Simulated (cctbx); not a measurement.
**From intensities to atoms**

Cell a = 6.1250 Å, b = 6.1250 Å, c = 3.3890 Å, α = 90.00°, β = 90.00°, γ = 90.00°; space group P4/mbm (no. 127); content Ir2 Sn4 N4.

Simulated single-crystal data (cctbx): Mo Kα, λ = 0.71073 Å, to d = 0.8 Å, 95 % of the full sphere, strongest reflection 40000 counts, noise from counting, a 6 % proportional error and a noise floor of 8 counts (s.d.); no absorption.

Charge flipping in P1 on normalised amplitudes to 0.9 Å, δ = 1.1 σ, 20 % of the reflections treated as weak, 300 cycles:

```text
cycle      R  skewness
    0  0.536     0.03
   25  0.466     2.38
   50  0.447     2.66
   75  0.468     2.48
  100  0.433     2.35
  125  0.449     2.34
  150  0.455     2.46
  175  0.442     2.64
  200  0.451     2.39
  225  0.437     2.34
  250  0.454     2.14
  275  0.471     2.29
origin shift          correlation  skewness
 0.027  0.328  0.419      0.942      5.70
 0.026  0.829  0.418      0.919      4.67
 0.341  0.674  0.332      0.820      1.89
 0.341  0.167  0.340      0.815      2.34
taken: symmetry correlation 0.942, skewness 5.70
peak      x       y       z  mult  height/sigma
Q1    0.0000  0.0000  0.5000    2     14.0
Q2    0.1723  0.3277  0.0000    4      7.7
Q3    0.1173  0.6173  0.5000    4      1.2
Q4    0.0000  0.5000  0.5000    2      0.9
Q5    0.2336  0.2664  0.5000    4      0.8
Q6    0.1871  0.6871  0.2142    8      0.8
Q7    0.1362  0.8432  0.3393   16      0.6
Q8    0.0207  0.7415  0.0000    8      0.6
```

The origin is taken among those within 0.04 of the best correlation, by the skewness of the map.

Run time: 0.52 s on 1 thread of Arm Neoverse N1, on a shared host, peak memory 0.07 GiB.

Q: Assign the peaks.

Heights go roughly as Z and multiplicities must add up to the content. First model: Q1 = Ir1 (2 in the cell, height 14.0), Q2 = Sn1 (4 in the cell, height 7.7) and Q3 = N1 (4 in the cell, height 1.2). Against the true structure, Q1 is Ir, Q2 is Sn and Q3 is N; the other peaks are not atoms.

Least squares on F², isotropic:

```text
Rint 0.045, 89 unique reflections to 0.80 A
cycle     R1     wR2    GooF  max shift (A)
   1  0.1529  0.4035  18.394   0.11345
   2  0.0086  0.0201   0.917   0.00002
final R1 0.0086 wR2 0.0201 GooF 0.917  parameters 5  data/parameter 17.8
atom        x        y        z      Ueq    occ   su(xyz)  su(Uiso or U11)
Ir1    0.00000  0.00000  0.50000   0.0032  1.000  0.00000  0.0001
Sn1    0.17831  0.32169  0.00000   0.0038  1.000  0.00003  0.0001
N1     0.10421  0.60421  0.50000   0.0058  1.000  0.00043  0.0007
difference map: max 0.93 min -0.75 rms 0.22
Q1    0.1582  0.6582  0.0000    4    0.93  1.42 A from Sn1
Q2    0.0214  0.6934  0.5000    8    0.72  0.75 A from N1
Q3    0.0000  0.0000  0.5000    2    0.69  0.00 A from Ir1
Q4    0.1022  0.1164  0.5000    8    0.62  0.95 A from Ir1
Q5    0.0000  0.0000  0.1324    4    0.57  1.25 A from Ir1
```

Anisotropic refinement:

```text
Rint 0.045, 89 unique reflections to 0.80 A
cycle     R1     wR2    GooF  max shift (A)
   1  0.0086  0.0201   0.946   0.00082
   2  0.0086  0.0194   0.913   0.00000
final R1 0.0086 wR2 0.0194 GooF 0.913  parameters 10  data/parameter 8.9
atom        x        y        z      Ueq    occ   su(xyz)  su(Uiso or U11)
Ir1    0.00000  0.00000  0.50000   0.0032  1.000  0.00000  0.0002
Sn1    0.17832  0.32168  0.00000   0.0038  1.000  0.00003  0.0002
N1     0.10412  0.60412  0.50000   0.0055  1.000  0.00044  0.0011
difference map: max 0.93 min -0.73 rms 0.21
Q1    0.1571  0.6571  0.0000    4    0.93  1.43 A from Sn1
Q2    0.9840  0.3028  0.5000    8    0.65  0.78 A from N1
Q3    0.0000  0.0000  0.5000    2    0.64  0.00 A from Ir1
Q4    0.0991  0.1134  0.5000    8    0.63  0.92 A from Ir1
Q5    0.0000  0.0000  0.1373    4    0.56  1.23 A from Ir1
Q6    0.1537  0.6537  0.3527    8    0.52  0.66 A from N1
```

**Reading.** The refinement ends at R1 = 0.0086, wR2 = 0.0194, GooF = 0.91, with difference density between -0.73 and 0.93 e/Å³. Every site matches the true model in element, within 0.004 Å r.m.s., up to an allowed shift of origin.

True model:

| atom | mult. | x | y | z | Ueq (Å²) |
| --- | --- | --- | --- | --- | --- |
| Ir1 | 2 | 1/2 | 1/2 | 0 | 0.0033 |
| Sn1 | 4 | 0.6783 | 0.8217 | 1/2 | 0.0039 |
| N1 | 4 | 0.8966 | 0.6034 | 0 | 0.0073 |

The model is made up (kin elements in a known structure type, no relaxation), so it says nothing on whether the phase exists.

[Middle refinement cycles are left out of these outputs.]

[Logs are printed without paths, hosts, clocks, repeated set-up lines and the standing remarks that a program may print on its own settings, such as how far it seeks lower states.]
